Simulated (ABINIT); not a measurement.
# CdS (Hawleyite): G0W0 in ABINIT against the bands in the self-energy, part 2 of 2

Wanted: the cheapest bands in the self-energy that holds the gap of CdS (Hawleyite).

ABINIT 10.8.3; PBE and many-body steps on it, plane waves. Known limits of the many-body steps: not at the basis limit; no spin-orbit coupling; coarse k mesh.

So far. Step 2 (Screening, 4×4×4 mesh, 331 bands, screening to 272.1 eV): Local fields lower ε∞ by 6 %. On a Γ-centred mesh this coarse the value itself is usually too large, while a short band sum pulls it down.

## (6) 93 bands

Level of this step: G0W0 on PBE, plane waves, norm-conserving pseudopotentials (ABINIT).

The self-energy is evaluated for the states that the input lists, and the levels follow from it, in one-shot runs by the linearised quasiparticle equation.

Contents of run.abi:

```
acell 3*1.0 Angstrom
rprim 
  -0.000000000000 2.916500000000 2.916500000000
  2.916500000000 -0.000000000000 2.916500000000
  2.916500000000 2.916500000000 -0.000000000000
ntypat 2
znucl 48 16
natom 2
typat 1 2
xred 
  0.000000000000 0.000000000000 0.000000000000
  0.250000000000 0.250000000000 0.250000000000
pp_dirpath "pseudos"
pseudos "Cd.upf, S.upf"
ecut 47
ngkpt 4 4 4
nshiftk 1
shiftk 0 0 0
kptopt 1
chksymbreak 0
istwfk *1
occopt 1
irdwfk 1
optdriver 4
nband 93
gwcalctyp 0
ecutsigx 47
symsigma 1
nkptgw 1
kptgw 
  0.0000000000 0.0000000000 0.0000000000
bdgw 
  11 17
ecuteps 10
irdscr 1
ppmodel 1
indata_prefix "in"
outdata_prefix "out"
tmpdata_prefix "tmp"
```

Launch:

```console
OMP_NUM_THREADS=1 mpirun -n 8 abinit run.abi > log
```

The program printed:

```text
.Version 10.8.3 of ABINIT. v10.8.2 released Aug 2026.

 Symmetries : space group F-4 3 m (#216); Bravais cF (face-center cubic)
[... echo of the input left out ...]
== DATASET  1 ==================================================================
-   mpi_nproc: 8, omp_nthreads: 1 (-1 if OMP is not activated)

--- !DatasetInfo
iteration_state: {dtset: 1, }
dimensions: {natom: 2, nkpt: 8, mband: 93, nsppol: 1, nspinor: 1, nspden: 1, mpw: 5180, }
cutoff_energies: {ecut:  47.0, pawecutdg:  -1.0, }
[...]
15  10.897 -10.642  -5.801  -4.277   0.810  -0.235 -10.185   0.457  11.354
       16  10.897 -10.642  -5.801  -4.277   0.810  -0.235 -10.185   0.457  11.354
       17  10.897 -10.642  -5.801  -4.277   0.810  -0.235 -10.185   0.457  11.354

== END DATASET(S) ==============================================================
================================================================================

 -outvars: echo values of variables after computation  --------
           etotal      0.0000000000E+00
            nband          93
             nkpt           8
          spgroup         216
 [... the other variables as echoed above ...]

 Calculation completed.
```

Elapsed: 13 s, on 8 MPI ranks of AMD EPYC 7R43, shared host; peak memory 2.6 GiB; 1.7 min of CPU time.

This step gave:

```yaml
g0w0_gap_on_the_points_computed: 2.057 eV
starting_gap_on_the_mesh: 1.145 eV
k_of_the_valence_top: 0, 0, 0
k_of_the_conduction_bottom: 0, 0, 0
least_direct_g0w0_gap_on_the_computed_points: 2.057 eV
```

The gap on the mesh goes from 1.14 eV to 2.06 eV, a correction of +0.91 eV.

## (7) 199 bands

Changes to run.abi since step 6:

```diff
@@ -24,3 +24,3 @@
 optdriver 4
-nband 93
+nband 199
 gwcalctyp 0
```

The program printed:

```text
.Version 10.8.3 of ABINIT. v10.8.2 released Aug 2026.

 Symmetries : space group F-4 3 m (#216); Bravais cF (face-center cubic)
[... echo of the input left out ...]
== DATASET  1 ==================================================================
-   mpi_nproc: 8, omp_nthreads: 1 (-1 if OMP is not activated)

--- !DatasetInfo
iteration_state: {dtset: 1, }
dimensions: {natom: 2, nkpt: 8, mband: 199, nsppol: 1, nspinor: 1, nspden: 1, mpw: 5180, }
cutoff_energies: {ecut:  47.0, pawecutdg:  -1.0, }
[...]
15  10.897 -10.642  -5.801  -4.440   0.809  -0.236 -10.318   0.325  11.222
       16  10.897 -10.642  -5.801  -4.440   0.809  -0.236 -10.318   0.325  11.222
       17  10.897 -10.642  -5.801  -4.440   0.809  -0.236 -10.318   0.325  11.222

== END DATASET(S) ==============================================================
================================================================================

 -outvars: echo values of variables after computation  --------
           etotal      0.0000000000E+00
            nband         199
             nkpt           8
          spgroup         216
 [... the other variables as echoed above ...]

 Calculation completed.
```

Run time: 24 s. Hardware: 8 MPI ranks; peak memory 3.1 GiB; 3.2 min of CPU time.

Numbers from this step:

```
G0W0 gap on the points computed              : 2.139 eV
starting gap on the mesh                     : 1.145 eV
k of the valence top                         : 0, 0, 0
k of the conduction bottom                   : 0, 0, 0
least direct G0W0 gap on the computed points : 2.139 eV
```

Against the run before, the gap moves by +0.082 eV.

## (8) 331 bands

Changes to run.abi since step 7:

```diff
@@ -24,3 +24,3 @@
 optdriver 4
-nband 199
+nband 331
 gwcalctyp 0
```

The program printed:

```text
.Version 10.8.3 of ABINIT. v10.8.2 released Aug 2026.

 Symmetries : space group F-4 3 m (#216); Bravais cF (face-center cubic)
[... echo of the input left out ...]
== DATASET  1 ==================================================================
-   mpi_nproc: 8, omp_nthreads: 1 (-1 if OMP is not activated)

--- !DatasetInfo
iteration_state: {dtset: 1, }
dimensions: {natom: 2, nkpt: 8, mband: 331, nsppol: 1, nspinor: 1, nspden: 1, mpw: 5180, }
cutoff_energies: {ecut:  47.0, pawecutdg:  -1.0, }
[...]
15  10.897 -10.642  -5.801  -4.488   0.809  -0.236 -10.357   0.285  11.183
       16  10.897 -10.642  -5.801  -4.488   0.809  -0.236 -10.357   0.285  11.183
       17  10.897 -10.642  -5.801  -4.488   0.809  -0.236 -10.357   0.285  11.183

== END DATASET(S) ==============================================================
================================================================================

 -outvars: echo values of variables after computation  --------
           etotal      0.0000000000E+00
            nband         331
             nkpt           8
          spgroup         216
 [... the other variables as echoed above ...]

 Calculation completed.
```

Wall time 37 s (8 MPI ranks); peak memory 4 GiB.

Numbers from this step:

```yaml
g0w0_gap_on_the_points_computed: 2.165 eV
starting_gap_on_the_mesh: 1.145 eV
k_of_the_valence_top: 0, 0, 0
k_of_the_conduction_bottom: 0, 0, 0
least_direct_g0w0_gap_on_the_computed_points: 2.165 eV
```

Against the run before, the gap moves by +0.026 eV.

## (9) Side by side

Times are wall times on 8 MPI ranks of AMD EPYC 7R43, shared host, good to a factor of about two. A run's time includes the screening step that it read.

```csv
run,mesh,bands,screening cutoff (eV),DFT gap (eV),gap on the mesh (eV),direct (eV),ε∞ used,time
21 bands,4×4×4,21,272.1,1.145,1.880,1.880,11.06,2.4 min
23 bands,4×4×4,23,272.1,1.145,1.888,1.888,11.06,2.4 min
41 bands,4×4×4,41,272.1,1.145,1.966,1.966,11.06,2.4 min
93 bands,4×4×4,93,272.1,1.145,2.057,2.057,11.06,2.5 min
199 bands,4×4×4,199,272.1,1.145,2.139,2.139,11.06,2.7 min
331 bands,4×4×4,331,272.1,1.145,2.165,2.165,11.06,2.9 min
```

## (10) Summary of results

```yaml
21_bands: 1.880 eV
23_bands: 1.888 eV
41_bands: 1.966 eV
93_bands: 2.057 eV
199_bands: 2.139 eV
331_bands: 2.165 eV
known_limits: not at the basis limit; no spin-orbit coupling; coarse k mesh
```

The setting moved: bands in the self-energy. From 21 bands to 331 bands the gap moves by +0.29 eV. The last step still moves it by +0.026 eV. Bands and screening cutoff are coupled, so a series along one setting does not show full convergence. Bands and cutoff are finite, so the gap is not at the basis limit. The miss can reach some tenths of an eV and take either sign; the mesh is an error of its own. In the first G0W0 run levels were corrected at 1 k point alone, so a gap called «on the mesh» is the least over those, and an edge elsewhere would be missed. The 4×4×4 mesh is coarse for this cell, which bears on the long-range parts of exchange and screening. The many-body steps are scalar-relativistic: spin-orbit coupling is not in them.

[Paths, hosts, dates, memory and timing lines, banners, echoed tables and standing remarks are left out of the program output.]

[Logs are printed without paths, hosts, clocks, repeated set-up lines and the standing remarks that a program may print on its own settings, such as how far it seeks lower states.]

[Runs of the session that timed out or met a known fault of the program may be left out.]

[No measured gap is set beside runs whose start may be inverted or whose files or cutoffs have a known fault.]

[Hosts, paths, dates, database ids (printed as entryN), source tags and the programs' standing remarks are cut or masked in the printed files.]

[G0W0 gaps are taken among the corrected bands and points alone; a level outside them can change the order at an edge.]

[Where Ansatz stands beside ABINIT at settings called matched, ABINIT's density can come from a denser mesh and the files from another edition; pairs whose starting gaps differed by over 0.03 eV were left out, so agreement reads better than it is.]
